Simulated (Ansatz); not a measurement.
# Cd (P6_3/mmc): a Bloch–Grüneisen fit of the computed resistivity

Can the computed ρ(T) of Cd (P6_3/mmc) be held by the Bloch–Grüneisen form, and does the fit predict a row it has not seen?

The resistivities were computed with Ansatz 0.2.0 (DFT PBE, scalar-relativistic, plane waves, PAW; PAW set soft_1) from the linearised Boltzmann equation with harmonic phonons, on q 7×7×3, k 21×21×9, scattering 42×42×16; the fit below is done by hand on them.

Experimental background.

For Cd (bulk crystal), “CRC Handbook of Chemistry and Physics, 84th edition, Electrical Resistivity of Pure Metals” (2003, CRC Press, section 12, read from Wikipedia's data page) quotes earlier work: resistivity at 273 K 6.8 μΩ cm.

### 1. Computed resistivities

It takes space group P6_3/mmc (No. 194, hexagonal). The conventional cell has a = 2.998 Å, b = 2.998 Å, c = 5.934 Å, α = 90.00°, β = 90.00°, γ = 120.00°. Cd on site c has 6 Cd at 3.00 Å as nearest neighbours.

This is the relaxed cell of the run, from steps not shown here.

The mean resistivity of the three axes from 50 to 500 K, with one row held back; rows over the melting point are left out; the colder rows stay outside the fit and test it at the end:

| T (K) | ρ (μΩ cm) |
| --- | --- |
| 50 | 3.033 |
| 80 | 5.115 |
| 100 | 6.486 |
| 150 | 9.882 |
| 200 | ? |
| 273 | 18.22 |
| 300 | 20.07 |
| 400 | 26.99 |
| 500 | 34.03 |

Rows over the melting point describe no crystal.

### 2. The fit

Bloch and Grüneisen's form is ρ(T) = A (T/Θ)⁵ J₅(Θ/T), with J₅(z) the integral of x⁵/((eˣ − 1)(1 − e⁻ˣ)) from 0 to z. It goes as T⁵ far below Θ and as A T/(4Θ) far above. For a trial Θ the best A is the geometric mean of ρ/[(T/Θ)⁵ J₅] over the rows, and the scatter of that ratio measures the fit:

| Θ (K) | A (μΩ cm) | scatter (%) |
| --- | --- | --- |
| 42 | 11.11 | 2.3 |
| 56 | 14.91 | 1.4 |
| 64 | 17.13 | 0.9 |
| 70 | 18.81 | 0.7 |
| 76 | 20.51 | 0.9 |
| 88 | 23.98 | 2.0 |
| 104 | 28.76 | 4.0 |

The scatter is least at Θ = 70 K, with A = 18.81 μΩ cm (0.7 % r.m.s.).

| T (K) | computed | fit |
| --- | --- | --- |
| 50 | 3.033 | 3.018 |
| 80 | 5.115 | 5.151 |
| 100 | 6.486 | 6.537 |
| 150 | 9.882 | 9.954 |
| 273 | 18.22 | 18.27 |
| 300 | 20.07 | 20.09 |
| 400 | 26.99 | 26.82 |
| 500 | 34.03 | 33.55 |

### 3. Prediction and check

At T = 200 K, Θ/T = 0.350, J₅ = 0.003726 and (T/Θ)⁵ = 190.4, so the fit gives 13.34 μΩ cm. The computed value is 13.26 μΩ cm: the fit is off by +0.59 %. Outside its range, at 20 K, it gives 0.729 against 0.932 μΩ cm computed, 0.78 times that; at that temperature the run's own test moves by 7 % between meshes in the component that moves most. Among the rows used, the largest miss is -1.4 %, at 500 K.

### 4. Reading Θ and A

Θ = 70 K is 1.92 times ħω_log/k_B (36 K) and 0.33 of the highest phonon frequency (211 K). The high-temperature slope of the fit, A/(4Θ), is 0.0672 μΩ cm/K. The same slope from the run's transport coupling and plasma energy, 2π k_B λ_tr/(ħ ε₀ ω_p²) with λ_tr = 0.836, 0.836, 1.56 (xx, yy, zz) and ħω_p = 7.66, 7.66, 7.84 (xx, yy, zz) eV, is 0.0723 μΩ cm/K in the mean of the axes, +7.7 % from it. For comparison, the computed rows rise by 0.0704 μΩ cm/K between the two hottest.

### 5. Outcome

```
Θ                                            : 70 K
A                                            : 18.81 μΩ cm
scatter of the fit                           : 0.7 %
held-back row at 200 K, fit against computed : 13.34 against 13.26 μΩ cm
```

In words: Two numbers, Θ = 70 K and A = 18.8 μΩ cm, hold the computed ρ(T) from 50 to 500 K within 0.75 % r.m.s. and predict the held-back row within 0.59 %. At 20 K, outside the rows fitted, it gives 0.78 times the computed value. By the run's own test the resistivity at 300 K moves by 8 % between its two finest scattering meshes, in the component that moves most. The mean hides an anisotropy: at 300 K the components are 16.0, 16.0, 28.2 (xx, yy, zz) μΩ cm. The relaxed volume lies +7.0 % from the database entry, whose temperature is not recorded here; volume shifts the phonons and ρ. The fit describes the calculation: impurities, thermal expansion, changes of phase and anharmonicity are in neither.

Computed beside measured:

| quantity | measured | q 7×7×3, fine 42×42×16 |
| --- | --- | --- |
| resistivity at 273 K (computed: phonon part alone; the measured value holds the sample's residual resistivity) (μΩ cm) | 6.8 | 18.22 (+168.0 %) |

Measured values from CRC Press, section 12, read from Wikipedia's data page (2003).

How well it matches: The resistivity at 273 K is off by +168.0 %: a clear miss.

[Logs are printed without paths, hosts, clocks, repeated set-up lines and the standing remarks that a program may print on its own settings, such as how far it seeks lower states.]

[Hosts, paths, dates, database ids (printed as entryN), source tags and the programs' standing remarks are cut or masked in the printed files.]
